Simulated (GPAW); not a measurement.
## Optical response of RbS3F (model structure)

Wanted: where RbS3F (model structure) starts to absorb, how strongly, and its refractive index. The structure is a model built here, which may or may not match a known phase. It was built so: All Cl replaced by F and O replaced by S in the R3m structure of RbClO3. The cell given below was relaxed beforehand with Ansatz.

Calculated with GPAW 26.7.0; DFT, RPBE, plane-wave PAW (GPAW data sets), scalar-relativistic, RPA, optical limit.

**1. Set-up**

It takes space group R3m (No. 160, trigonal). The conventional cell has a = 6.665 Å, b = 6.665 Å, c = 15.185 Å, α = 90.00°, β = 90.00°, γ = 120.00°. Nearest to Rb lie 1 F at 2.60 Å. S has 2 S at 2.13 Å nearest. Nearest to F lie 1 Rb at 2.60 Å and 3 S at 2.62 Å. All Cl replaced by F and O replaced by S in the R3m structure of RbClO3. Farther neighbours and most contacts between anions are not listed.

Coordinates:

```cif
data_structure
_symmetry_space_group_name_H-M 'R3m:H'
_symmetry_Int_Tables_number 160
_cell_length_a 6.6645
_cell_length_b 6.6645
_cell_length_c 15.1850
_cell_angle_alpha 90.000
_cell_angle_beta 90.000
_cell_angle_gamma 120.000
_cell_volume 584.10
loop_
_atom_site_label
_atom_site_type_symbol
_atom_site_symmetry_multiplicity
_atom_site_Wyckoff_symbol
_atom_site_fract_x
_atom_site_fract_y
_atom_site_fract_z
_atom_site_occupancy
Rb1 Rb 3 a 0.33333 0.66667 0.85770 1
S1 S 9 b 0.54687 0.77344 0.36933 1
F1 F 3 a 0.33333 0.66667 0.02873 1
```

**2. Ground state**

First the ground state: is it a metal or has it a gap?

This step: DFT, RPBE, plane-wave PAW (GPAW data sets), scalar-relativistic, ground state (GPAW 26.7.0).

The input, gs.py:

```python
from ase import Atoms
from ase.dft.bandgap import bandgap
from gpaw import GPAW, PW, FermiDirac

atoms = Atoms(['Rb', 'S', 'S', 'S', 'F'],
              cell=[[3.33226593, 1.92388463, 5.06167873],
                    [-3.33226593, 1.92388463, 5.06167873],
                    [0.00000000, -3.84776926, 5.06167873]],
              scaled_positions=[[0.19103488, 0.19103488, 0.19103488],
                                [0.91620669, 0.59589737, 0.59589737],
                                [0.59589737, 0.59589737, 0.91620669],
                                [0.59589737, 0.91620669, 0.59589737],
                                [0.36206370, 0.36206370, 0.36206370]],
              pbc=[True, True, True])
atoms.calc = GPAW(mode=PW(450), xc='RPBE', kpts={'size': (4, 4, 4), 'gamma': True},
                  occupations=FermiDirac(0.05), maxiter=150, txt='gs.txt')
print('energy (eV)', atoms.get_potential_energy())
print('Fermi level (eV)', atoms.calc.get_fermi_level())
print('valence electrons', atoms.calc.get_number_of_electrons())
print('gap (eV)', bandgap(atoms.calc, output=None)[0])
print('direct gap (eV)', bandgap(atoms.calc, direct=True, output=None)[0])
atoms.calc.write('gs.gpw')
```

The run is started by

```
$ OMP_NUM_THREADS=1 python gs.py
```

Numbers of over 12 decimals in the logs are rounded to 6 here.

What it wrote:

```text
__  _  _
 | _ |_)|_||  |
 |__||  | ||/\| - 26.7.0

Versions:
  Python: 3.12.14
  ASE:    3.29.0
  Numpy:  2.5.5
  Scipy:  1.18.1
  Libxc:  7.0.0

Input parameters:
  mode=PW(ecut=450.000000),
  kpts=MonkhorstPack(size=(4, 4, 4), gamma=True),
  maxiter=150,
  occupations=Occupations(name='fermi-dirac', width=0.05, fixmagmom=False),
  xc=XC(name='RPBE')

Diagonalizing LCAO Hamiltonian
Converting LCAO to pw mode

         S    S
          S

           F

           Rb

Atoms  # Å, Bohr magnetons
|   | symbol |         x |         y |         z |    initial magnetic moments |
| 0 |     Rb |  0.000000 |  0.000000 |  2.900872 | ( 0.0000,  0.0000,  0.0000) |
| 1 |      S |  1.067356 |  0.616238 | 10.670026 | ( 0.0000,  0.0000,  0.0000) |
| 2 |      S |  0.000000 | -1.232476 | 10.670026 | ( 0.0000,  0.0000,  0.0000) |
| 3 |      S | -1.067356 |  0.616238 | 10.670026 | ( 0.0000,  0.0000,  0.0000) |
| 4 |      F |  0.000000 | -0.000000 |  5.497950 | ( 0.0000,  0.0000,  0.0000) |

Unit cell  # Å
| periodic |         x |         y |        z |  lengths |    angles |
|      yes |  3.332266 |  1.923885 | 5.061679 | 6.358138 | 63.214626 |
|      yes | -3.332266 |  1.923885 | 5.061679 | 6.358138 | 63.214626 |
|      yes |  0.000000 | -3.847769 | 5.061679 | 6.358138 | 63.214626 |

Number of symmetries: 2
Symmetry operations  # r_c * U_cc + t_c -> r_c
|   | kind |            matrix            |
| 0 |  E   |  1, 0, 0,  0, 1, 0,  0, 0, 1 |
| 1 |  σ   |  0, 1, 0,  1, 0, 0,  0, 0, 1 |

BZ-sampling:
  Number of BZ points: 64
  Number of IBZ points: 24

  Monkhorst-Pack size: [4, 4, 4]
  Monkhorst-Pack shift: [0.125, 0.125, 0.125]

K-points  # in reciprocal-cell coordinates
|     |                                coordinates |     weight |
|   0 | (  0.00000000,   0.00000000,   0.00000000) | 0.01562500 |
|   1 | (  0.00000000,   0.00000000,   0.25000000) | 0.03125000 |
|   2 | (  0.00000000,   0.00000000,   0.50000000) | 0.01562500 |
|   3 | (  0.25000000,  -0.25000000,   0.00000000) | 0.03125000 |
|   4 | (  0.25000000,  -0.25000000,   0.25000000) | 0.06250000 |
|   5 | (  0.25000000,  -0.25000000,   0.50000000) | 0.03125000 |
|   6 | (  0.25000000,   0.00000000,  -0.25000000) | 0.06250000 |
|   7 | (  0.25000000,   0.00000000,   0.00000000) | 0.06250000 |
|   8 | (  0.25000000,   0.00000000,   0.25000000) | 0.06250000 |
|   9 | (  0.25000000,   0.00000000,   0.50000000) | 0.06250000 |
| ... |                                            |            |
|  23 | (  0.50000000,   0.50000000,   0.50000000) | 0.01562500 |

Plane wave coefficients: 4251
Cutoff: 450.000000 eV

Spin-components: 1 (collinear spins)
Bands:           21
Projectors:      25
Spin-degeneracy: 2
Datatype:        complex128

Parallelization:
  kpt:    1
  domain: 1
  band:   1

Density:
  Valence electrons: 34.0
  Components: 1
  Grid points: [32 32 32]
  Charge: 0.0  # |e|

Potential:
  Grid points: [32 32 32]

species:
  Rb:
    name:    Rubidium
    id:
    Z:       37.0
    valence: 9
    core:    28
    charge:  0.0  # [|e|]
    compensation charges:
      type: gauss
      rc: 0.38  # [Å]
      lmax: 2
    cutoffs:
      filter: 2.43  # [Å]
      core: 1.99  # [Å]
    projectors
    | kind |    occ | energy [eV] | rcut [Å] |
    |   4s |  2.000 |     -31.890 |    1.376 |
    |   5s |  1.000 |      -2.175 |    1.376 |
    |   4p |  6.000 |     -15.988 |    1.270 |
    |    p |        |      11.223 |    1.270 |
    |    d |        |       0.000 |    1.217 |

    Using partial waves for Rb as LCAO basis

  S:
    name:    Sulfur
    id:
    Z:       16.0
    valence: 6
    core:    10
    charge:  0.0  # [|e|]
    compensation charges:
      type: gauss
      rc: 0.24  # [Å]
      lmax: 2
    cutoffs:
      filter: 1.77  # [Å]
      core: 1.66  # [Å]
    projectors
    | kind |    occ | energy [eV] | rcut [Å] |
    |   3s |  2.000 |     -17.247 |    0.974 |
    |   3p |  4.000 |      -6.991 |    0.979 |
    |    s |        |       9.964 |    0.974 |
    |    p |        |      20.220 |    0.979 |
    |    d |        |       0.000 |    0.900 |

    Using partial waves for S as LCAO basis

  F:
    name:    Fluorine
    id:
    Z:       9.0
    valence: 7
    core:    2
    charge:  0.0  # [|e|]
    compensation charges:
      type: gauss
      rc: 0.20  # [Å]
      lmax: 2
    cutoffs:
      filter: 1.14  # [Å]
      core: 0.74  # [Å]
    projectors
    | kind |    occ | energy [eV] | rcut [Å] |
    |   2s |  2.000 |     -29.979 |    0.635 |
    |   2p |  5.000 |     -11.057 |    0.635 |
    |    s |        |      -2.768 |    0.635 |
    |    p |        |      16.154 |    0.635 |
    |    d |        |       0.000 |    0.635 |

    Using partial waves for F as LCAO basis

Reference energy: -116410.835551  # eV

eigensolver:
  PPCG
  Converge bands: occupied
  niter=2

density mixing:
  MSR1-Mixer
  Pratt-step length: 0.05
  Maximum mixing coefficient: 0.75
  Old densities: 10
  SVD Regularization: 0.005
  Good broyden scale: 1.0
  Trust region scale: 1.0
  Backstep threshold: 4.0
  History deletion threshold: 6.0
  Fourier metric: weight=20.0, sigma=0.015

occupation numbers:
  Fermi-Dirac:
    width: 0.0500  # eV

poisson solver:
  ecut: 3600.000000  # eV

xc functional:
  name: RPBE with 2 nearest neighbor stencil

convergence criteria:
- Maximum [total energy] change in last 3 cyles: 0.0005 eV / valence electron
- Maximum integral of absolute [dens]ity change: 0.0001 electrons / valence electron
- Maximum integral of absolute [eigenst]ate change: 4e-08 eV^2 / valence electron
maximum number of iterations: 150

SCF iterations
|iter     |      energy | eigst |  dens |
|iter:   1||  -18.521551 | -0.13 |       |
|iter:   2||  -18.135701 | -1.68 | -1.02 |
|iter:   3||  -16.887291 | -0.81 | -1.05 |
|iter:   4||  -16.818297 | -1.73 | -1.39 |
|iter:   5||  -16.785777 | -2.39 | -1.67 |
|iter:   6||  -16.783824 | -3.04 | -2.35 |
|iter:   7||  -16.783380c| -4.02 | -2.73 |
|iter:   8||  -16.783351c| -5.43 | -3.45 |
|iter:   9||  -16.783352c| -6.88 | -4.13c|
|iter:  10||  -16.783352c| -7.47c| -4.46c|

Converged in 10 steps
SCF loop duration: 33.031 s (3.303 s/step)
Energy contributions relative to reference atoms: (reference = -116410.835551)

Energy contributions:
  Kinetic:          15.013779
  Coulomb:         -14.277496
  Zero:              0.430663
  External:          0.000000
  Xc:              -17.950298
  Entropy:          -0.000000
  Spinorbit:         0.000000
  ----------------------------
  Free energy:     -16.783352
  Extrapolated:    -16.783352

dipole moment: (0.000000, -0.000041, 15.117350)  # |e|*Ang

Fermi level: 0.729
Eigenvalues  # (at kpt = [0.000, 0.000, 0.000])
| band index |      eig [eV] | occ [0-2] |
|          0 |       -26.256 |     2.000 |
|        ... |               |           |
|          9 |        -4.168 |     2.000 |
|         10 |        -4.168 |     2.000 |
|         11 |        -3.828 |     2.000 |
|         12 |        -1.636 |     2.000 |
|         13 |        -1.441 |     2.000 |
|         14 |        -1.441 |     2.000 |
|         15 |        -0.411 |     2.000 |
|         16 |        -0.411 |     2.000 |
|         17 |         1.916 |     0.000 |
|         18 |         3.279 |     0.000 |
|         19 |         3.279 |     0.000 |
|         20 |         3.414 |     0.000 |

Gap: 1.894 eV
Transition (v -> c):
  (s=0, k=14, n=16, [0.50, 0.00, 0.00]) -> (s=0, k=6, n=17, [0.25, 0.00, -0.25])
Direct/indirect transitions are different
Direct gap: 1.895 eV
Transition at: (s=0, k=2, n=16, [0.00, 0.00, 0.50])

--- standard output ---
energy (eV) -16.783352
Fermi level (eV) 0.728891
valence electrons 34.0
gap (eV) 1.894004
direct gap (eV) 1.895436
```

Run time: 37 s. Hardware: 1 thread of Intel Xeon 6975P-C (Granite Rapids), shared host; peak memory 0.22 GiB.

This step gave:

| Property | Result |
| --- | --- |
| energy | -16.78 eV |
| Fermi energy | 0.7289 eV |
| gap on the k-mesh | 1.894 eV |
| direct gap on the mesh | 1.895 eV |
| electrons | 34 |

There is a gap, 1.89 eV on this mesh (points off the mesh can give less), so no carriers' term is needed.

**3. Bands for the response**

At the fixed density, many empty bands are solved on the mesh of the response, since the spectrum sums over them.

This step: DFT, RPBE, plane-wave PAW (GPAW data sets), scalar-relativistic, bands at fixed density (GPAW 26.7.0).

The input, nscf.py:

```python
from ase.dft.bandgap import bandgap
from gpaw import GPAW, FermiDirac

calc = GPAW('gs.gpw').fixed_density(kpts={'size': (6, 6, 6), 'gamma': True}, nbands=52, convergence={'bands': 46},
                                    occupations=FermiDirac(0.001), txt='nscf.txt')
print('gap (eV)', bandgap(calc, output=None)[0])
print('direct gap (eV)', bandgap(calc, direct=True, output=None)[0])
calc.write('full.gpw', mode='all')
```

The run is started by

```
$ OMP_NUM_THREADS=1 python nscf.py
```

What it wrote:

```text
Diagonalizing LCAO Hamiltonian
Converting LCAO to pw mode
convergence criteria:
- Maximum integral of absolute [eigenst]ate change: 4e-08 eV^2 / valence electron
maximum number of iterations: 150

SCF iterations
|iter     |      energy | eigst |  dens |
|iter:   1||             | +3.23 |       |
|iter:   2||             | +1.88 |       |
|iter:   3||             | +0.94 |       |
|iter:   4||             | -0.10 |       |
|iter:   5||             | -1.04 |       |
|iter:   6||             | -1.80 |       |
|iter:   7||             | -2.51 |       |
|iter:   8||             | -3.17 |       |
|iter:   9||             | -3.86 |       |
|iter:  10||             | -4.52 |       |
|iter:  11||             | -5.21 |       |
|iter:  12||             | -5.86 |       |
|iter:  13||             | -6.55 |       |
|iter:  14||             | -7.11 |       |
|iter:  15||             | -7.50c|       |
SCF steps: 15
  __  _  _
 | _ |_)|_||  |
 |__||  | ||/\| - 26.7.0

Versions:
  Python: 3.12.14
  ASE:    3.29.0
  Numpy:  2.5.5
  Scipy:  1.18.1
  Libxc:  7.0.0

Input parameters:
  mode=PW(ecut=450.000000),
  convergence={'bands': 46},
  gpts=array([32, 32, 32]),
  kpts=MonkhorstPack(size=(6, 6, 6), gamma=True),
  maxiter=150,
  nbands=52,
  occupations=Occupations(name='fermi-dirac', width=0.001, fixmagmom=False),
  parallel={},
  xc=XC(name='RPBE')

--- standard output ---
gap (eV) 1.875550
direct gap (eV) 1.882697
```

Run time: 4.6 min. Hardware: 1 thread; peak memory 0.49 GiB.

Read-outs, printed or worked out from the files:

* gap on the k-mesh: 1.876 eV
* direct gap on the mesh: 1.883 eV

(Part 1 of 2 ends here.)

[Machine, clock and banner lines and Python warnings are left out of the logs.]

[Logs are printed without paths, hosts, clocks, repeated set-up lines and the standing remarks that a program may print on its own settings, such as how far it seeks lower states.]

[Hosts, paths, dates, database ids (printed as entryN), source tags and the programs' standing remarks are cut or masked in the printed files.]
